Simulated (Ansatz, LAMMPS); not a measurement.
# Aqueous Cs+ and OH-, 1.9 mol of salt per kg of water, from a frame at 300 K (93 atoms): geometry optimisation, part 2 of 3

How does aqueous Cs+ and OH-, 1.9 mol of salt per kg of water, from a frame at 300 K (93 atoms) relax, and what do bonds, charges and levels look like afterwards?

Ansatz 0.2.0; Kohn-Sham DFT, PBE+D4, PAW (set soft_2), plane waves.

The cell: 31 O, 61 H and 1 Cs. The network of contacts between molecules at the start is that of the classical potential that made the cell. The density was typed from a rule of thumb and may lie off the real one at this temperature. Sampling is at Γ alone, for a cell whose shortest periodic width is 10 Å. Spin–orbit coupling is left out.

So far. Step 3 (Single point at the start): The r.m.s. force component of 0.55 eV/Å and the pressure of -2.1 GPa set the starting point.

## Step 4: Relaxation

With the cell held, the atoms are moved downhill towards a nearby minimum.

input.yaml

```yaml
crystal:
  lattice:
    - [9.76803, 0.0, 0.0]
    - [0.0, 9.76803, 0.0]
    - [0.0, 0.0, 9.76803]
  atoms:
    [... the 93 atom lines of step 3 ...]
kpoints:
  mp_grid: { grid: [1, 1, 1] }
hamiltonian:
  xc: pbe
  dispersion: d4
scf:
  occupations: { method: fixed }
output:
  forces: true
relax:
  f_tol: 0.05
  max_steps: 200
```

Launch:

```
$ ansatz run input.yaml --threads 4 --pin off --max-ram 8192MiB --backend cpu --events-out ev --progress --plain --runs-dir out
```

Numbers of over 12 decimals in the logs are rounded to 6 here.

What it wrote:

```text
[...]
Crystal: 93 atoms, lattice volume = 932.011 Å³
Basis set: ecut = 420 eV, 18277 PW (Γ), exchange–correlation on 144×144×144 points (8 copies of the dense FFT grid, shifted against one another)
Bands: 221, of which v1, the nominal top of the filled ones, is band 128 counted from 1 (127 counted from 0)
Symmetry: 1 space group operations
[...]
k-points: 1
[...]
SCF iter   1: F=—  HF=-24245.583321 eV  |F-HF|=—  |Δ(HF+E_count)|=         —  Δρ=3.58e-3  dr2=1.51e-1  ethr=1.77e-3  ⟨swp⟩=5.0  Hψ=716  notcnv=0  defer=90
[...]
SCF iter   3: F=—  HF=-24245.496792 eV  |F-HF|=—  |Δ(HF+E_count)|=   1.91e-2  Δρ=7.26e-4  dr2=8.51e-3  ethr=1.23e-5  ⟨swp⟩=3.0  Hψ=264  notcnv=0  defer=33
automatic band count: iteration 3 solves 163 bands in place of 221: the levels show a gap, and the empty bands left out lie too high to hold charge; the band table lists the bands solved (type scf.n_extra_bands for more)
SCF iter   4: F=—  HF=-24245.493315 eV  |F-HF|=—  |Δ(HF+E_count)|=   3.48e-3  Δρ=2.48e-4  dr2=5.96e-4  ethr=3.33e-6  ⟨swp⟩=3.0  Hψ=267  notcnv=0  defer=33
[...]
SCF iter   6: F=-24245.493283 eV  HF=-24245.493286 eV  |F-HF|=2.71e-6  |Δ(HF+E_count)|=   4.86e-5  Δρ=4.17e-5  dr2=1.36e-5  ethr=2.44e-8  ⟨swp⟩=3.0  Hψ=593  notcnv=0
SCF 1 converged in 6 iterations: F = -24245.493283 eV  dr2 = 1.36e-5
[...]
relax step   1: F+E_penalty+E_count = -24245.49328307 eV  Δ(F+E_penalty+E_count) = +0.000e0 eV  max|allowed force component| = 2.129e0 eV/Å  Δτ_max = 0.0000 Å  (6 SCF iters, dr2 threshold 6.25e-5 eV, accepted)
[... from here on, the SCF cycles and remarks between the steps are left out ...]
relax step   2: F+E_penalty+E_count = -24248.12081073 eV  Δ(F+E_penalty+E_count) = -2.628e0 eV  max|allowed force component| = 1.542e0 eV/Å  Δτ_max = 0.2000 Å  (7 SCF iters, dr2 threshold 1.00e-4 eV, accepted)
relax step   3: F+E_penalty+E_count = -24249.03822594 eV  Δ(F+E_penalty+E_count) = -9.174e-1 eV  max|allowed force component| = 1.482e0 eV/Å  Δτ_max = 0.1955 Å  (7 SCF iters, dr2 threshold 1.00e-4 eV, accepted)
relax step   4: F+E_penalty+E_count = -24249.61582046 eV  Δ(F+E_penalty+E_count) = -5.776e-1 eV  max|allowed force component| = 1.285e0 eV/Å  Δτ_max = 0.2000 Å  (6 SCF iters, dr2 threshold 1.00e-4 eV, accepted)
relax step   5: F+E_penalty+E_count = -24250.19254757 eV  Δ(F+E_penalty+E_count) = -5.767e-1 eV  max|allowed force component| = 1.342e0 eV/Å  Δτ_max = 0.1958 Å  (6 SCF iters, dr2 threshold 1.00e-4 eV, accepted)
relax step   6: F+E_penalty+E_count = -24250.44428624 eV  Δ(F+E_penalty+E_count) = -2.517e-1 eV  max|allowed force component| = 8.660e-1 eV/Å  Δτ_max = 0.1947 Å  (6 SCF iters, dr2 threshold 1.00e-4 eV, accepted)
relax step   7: F+E_penalty+E_count = -24250.61242857 eV  Δ(F+E_penalty+E_count) = -1.681e-1 eV  max|allowed force component| = 5.069e-1 eV/Å  Δτ_max = 0.1936 Å  (6 SCF iters, dr2 threshold 1.00e-4 eV, accepted)
relax step   8: F+E_penalty+E_count = -24250.72891172 eV  Δ(F+E_penalty+E_count) = -1.165e-1 eV  max|allowed force component| = 3.674e-1 eV/Å  Δτ_max = 0.2000 Å  (6 SCF iters, dr2 threshold 8.80e-5 eV, accepted)
relax step   9: F+E_penalty+E_count = -24250.85140696 eV  Δ(F+E_penalty+E_count) = -1.225e-1 eV  max|allowed force component| = 3.290e-1 eV/Å  Δτ_max = 0.1958 Å  (6 SCF iters, dr2 threshold 4.63e-5 eV, accepted)
relax step  10: F+E_penalty+E_count = -24250.99168859 eV  Δ(F+E_penalty+E_count) = -1.403e-1 eV  max|allowed force component| = 5.012e-1 eV/Å  Δτ_max = 0.1995 Å  (6 SCF iters, dr2 threshold 5.69e-5 eV, accepted)
relax step  11: F+E_penalty+E_count = -24251.08653913 eV  Δ(F+E_penalty+E_count) = -9.485e-2 eV  max|allowed force component| = 4.189e-1 eV/Å  Δτ_max = 0.1945 Å  (6 SCF iters, dr2 threshold 1.00e-4 eV, accepted)
relax step  12: F+E_penalty+E_count = -24251.15064732 eV  Δ(F+E_penalty+E_count) = -6.411e-2 eV  max|allowed force component| = 3.574e-1 eV/Å  Δτ_max = 0.1956 Å  (6 SCF iters, dr2 threshold 1.00e-4 eV, accepted)
relax step  13: F+E_penalty+E_count = -24251.20289439 eV  Δ(F+E_penalty+E_count) = -5.225e-2 eV  max|allowed force component| = 1.261e-1 eV/Å  Δτ_max = 0.2000 Å  (6 SCF iters, dr2 threshold 8.92e-5 eV, accepted)
relax step  14: F+E_penalty+E_count = -24251.21938120 eV  Δ(F+E_penalty+E_count) = -1.649e-2 eV  max|allowed force component| = 1.118e-1 eV/Å  Δτ_max = 0.1021 Å  (9 SCF iters, accepted)
relax step  15: F+E_penalty+E_count = -24251.22635576 eV  Δ(F+E_penalty+E_count) = -6.975e-3 eV  max|allowed force component| = 9.481e-2 eV/Å  Δτ_max = 0.0435 Å  (7 SCF iters, accepted)
relax step  16: F+E_penalty+E_count = -24251.22926020 eV  Δ(F+E_penalty+E_count) = -2.904e-3 eV  max|allowed force component| = 4.057e-2 eV/Å  Δτ_max = 0.0251 Å  (5 SCF iters, dr2 threshold 6.46e-6 eV, accepted)
relax step  17: F+E_penalty+E_count = -24251.22926098 eV  Δ(F+E_penalty+E_count) = -7.805e-7 eV  max|allowed force component| = 4.061e-2 eV/Å  Δτ_max = 0.0000 Å  (4 SCF iters, accepted)
SCF converged after 4 iterations
Free energy (F): -24251.229261 eV
[...]
Internal energy: -24251.229261 eV  (E = F + TS)
E sigma→0 (E₀):  -24251.229261 eV
Fermi energy:    -2.112959 eV
[...]
--- Forces (eV/Å), atoms counted from 1 ---
  atom   1  O      0.00094204    -0.00742690    -0.00646634
  atom   2  H     -0.00282853     0.00135123     0.00446529
  atom   3  H     -0.00186962     0.00466031    -0.00076299
  atom   4  O      0.00012351     0.00577734     0.00089634
  atom   5  H     -0.00164561    -0.00428922    -0.00045665
  atom   6  H     -0.00037689     0.00059177    -0.00512138
  atom   7  O     -0.01745944     0.01123382     0.02909661
  atom   8  H      0.00748771    -0.03610794    -0.03901420
  atom   9  H      0.02061623     0.01239096    -0.01324335
  atom  10  O     -0.00936428     0.00687477     0.00178407
  atom  11  H      0.00917164    -0.00485829     0.00399377
  atom  12  H      0.00337464    -0.00630241    -0.00222977
  atom  13  O      0.00653704    -0.00334975     0.00625650
  atom  14  H     -0.00113486     0.00092571    -0.00509517
[...]
atom  92  H      0.01784587    -0.01903137     0.02430745
  atom  93  Cs    -0.00268415    -0.00169713    -0.00254990
  max |Σ_I F_I| component: 5.06e-5 eV/Å
--- Relaxed structure (17 steps of the walk, 17 accepted, 0 SCFs on fresh bases) ---
  F+E_penalty+E_count = -24251.22926098 eV   max|allowed force component| = 4.061e-2 eV/Å
  atoms:
    - { symbol: O, position: [0.041453, 0.601575, 0.918345] }
    - { symbol: H, position: [0.044919, 0.500015, 0.926230] }
    - { symbol: H, position: [0.119955, 0.626602, 0.855927] }
    - { symbol: O, position: [0.506761, 0.299518, 0.394445] }
[...]
- { symbol: Cs, position: [0.637846, 1.001115, 0.444092] }
```

It took 82 s on 4 threads of Intel Xeon Platinum 8488C (Sapphire Rapids), shared host; peak memory 1 GiB.

The program notes that the dispersion model switches parameters near this geometry.

The steps of the relaxation:

| step | energy less that of the first step (eV) | largest force component (eV/Å) |
| --- | --- | --- |
| 1 | 0.0000 | 2.1290 |
| 2 | -2.6275 | 1.5421 |
| 3 | -3.5449 | 1.4819 |
| 4 | -4.1225 | 1.2847 |
| 5 | -4.6993 | 1.3417 |
| 6 | -4.9510 | 0.8660 |
| 7 | -5.1191 | 0.5069 |
| 8 | -5.2356 | 0.3674 |
| 9 | -5.3581 | 0.3290 |
| 10 | -5.4984 | 0.5012 |
| 11 | -5.5933 | 0.4189 |
| 12 | -5.6574 | 0.3574 |
| 13 | -5.7096 | 0.1261 |
| 14 | -5.7261 | 0.1118 |
| 15 | -5.7331 | 0.0948 |
| 16 | -5.7360 | 0.0406 |
| 17 | -5.7360 | 0.0406 |

The atoms that moved most (Å):

| atom | dx | dy | dz | length |
| --- | --- | --- | --- | --- |
| H20 | 0.683 | -0.197 | 1.380 | 1.552 |
| H45 | 0.190 | -0.476 | -1.168 | 1.275 |
| H32 | 1.093 | -0.393 | -0.042 | 1.162 |
| O19 | 0.584 | -0.418 | 0.867 | 1.125 |
| O31 | 0.924 | -0.467 | -0.340 | 1.090 |
| H41 | -0.953 | -0.116 | 0.361 | 1.025 |
| H11 | 0.300 | -0.420 | 0.861 | 1.004 |
| H77 | 0.719 | -0.582 | -0.309 | 0.975 |

The relaxation changed the energy by -61.7 meV/atom, and atoms moved by 0.56 Å r.m.s., 1.6 Å at most.

## Step 5: Distances and neighbours after relaxation

Density 1.23 g/cm³, 10.02 Å³ an atom.

g(r), total and by pair (bins of 0.2 Å):

| r (Å) | total | H-H | H-O | H-Cs | O-O | O-Cs | Cs-Cs |
| --- | --- | --- | --- | --- | --- | --- | --- |
| 0.90 | 4.24 | 0.00 | 9.70 | 0.00 | 0.00 | 0.00 | 0.00 |
| 1.10 | 1.14 | 0.00 | 2.62 | 0.00 | 0.00 | 0.00 | 0.00 |
| 1.30 | 0.00 | 0.00 | 0.00 | 0.00 | 0.00 | 0.00 | 0.00 |
| 1.50 | 0.77 | 1.69 | 0.08 | 0.00 | 0.00 | 0.00 | 0.00 |
| 1.70 | 1.37 | 0.68 | 2.47 | 0.00 | 0.00 | 0.00 | 0.00 |
| 1.90 | 0.44 | 0.06 | 0.95 | 0.00 | 0.00 | 0.00 | 0.00 |
| 2.10 | 0.65 | 1.42 | 0.09 | 0.00 | 0.00 | 0.00 | 0.00 |
| 2.30 | 0.92 | 2.09 | 0.04 | 0.00 | 0.00 | 0.00 | 0.00 |
| 2.50 | 0.51 | 1.09 | 0.06 | 0.00 | 0.12 | 0.00 | 0.00 |
| 2.70 | 0.81 | 0.55 | 0.11 | 0.00 | 4.72 | 0.00 | 0.00 |
| 2.90 | 0.67 | 0.42 | 0.87 | 0.00 | 0.94 | 0.00 | 0.00 |
| 3.10 | 1.19 | 0.89 | 1.72 | 0.00 | 0.24 | 3.71 | 0.00 |
| 3.30 | 1.19 | 0.63 | 1.81 | 2.27 | 0.56 | 4.37 | 0.00 |
| 3.50 | 1.02 | 0.86 | 1.15 | 2.94 | 1.00 | 0.00 | 0.00 |
| 3.70 | 1.25 | 1.46 | 1.15 | 2.22 | 0.73 | 1.77 | 0.00 |
| 3.90 | 1.08 | 1.29 | 0.88 | 2.02 | 0.96 | 0.76 | 0.00 |
| 4.10 | 1.02 | 1.16 | 0.93 | 0.73 | 0.92 | 0.00 | 0.00 |
| 4.30 | 0.97 | 0.94 | 0.96 | 0.33 | 1.29 | 0.67 | 0.00 |
| 4.50 | 1.01 | 1.02 | 0.88 | 1.19 | 1.48 | 1.19 | 0.00 |
| 4.70 | 0.92 | 0.93 | 0.83 | 0.56 | 1.19 | 1.62 | 0.00 |

[end of part 2 of 3]

[Logs are printed without paths, hosts, clocks, repeated set-up lines and the standing remarks that a program may print on its own settings, such as how far it seeks lower states.]

[Hosts, paths, dates, database ids (printed as entryN), source tags and the programs' standing remarks are cut or masked in the printed files.]
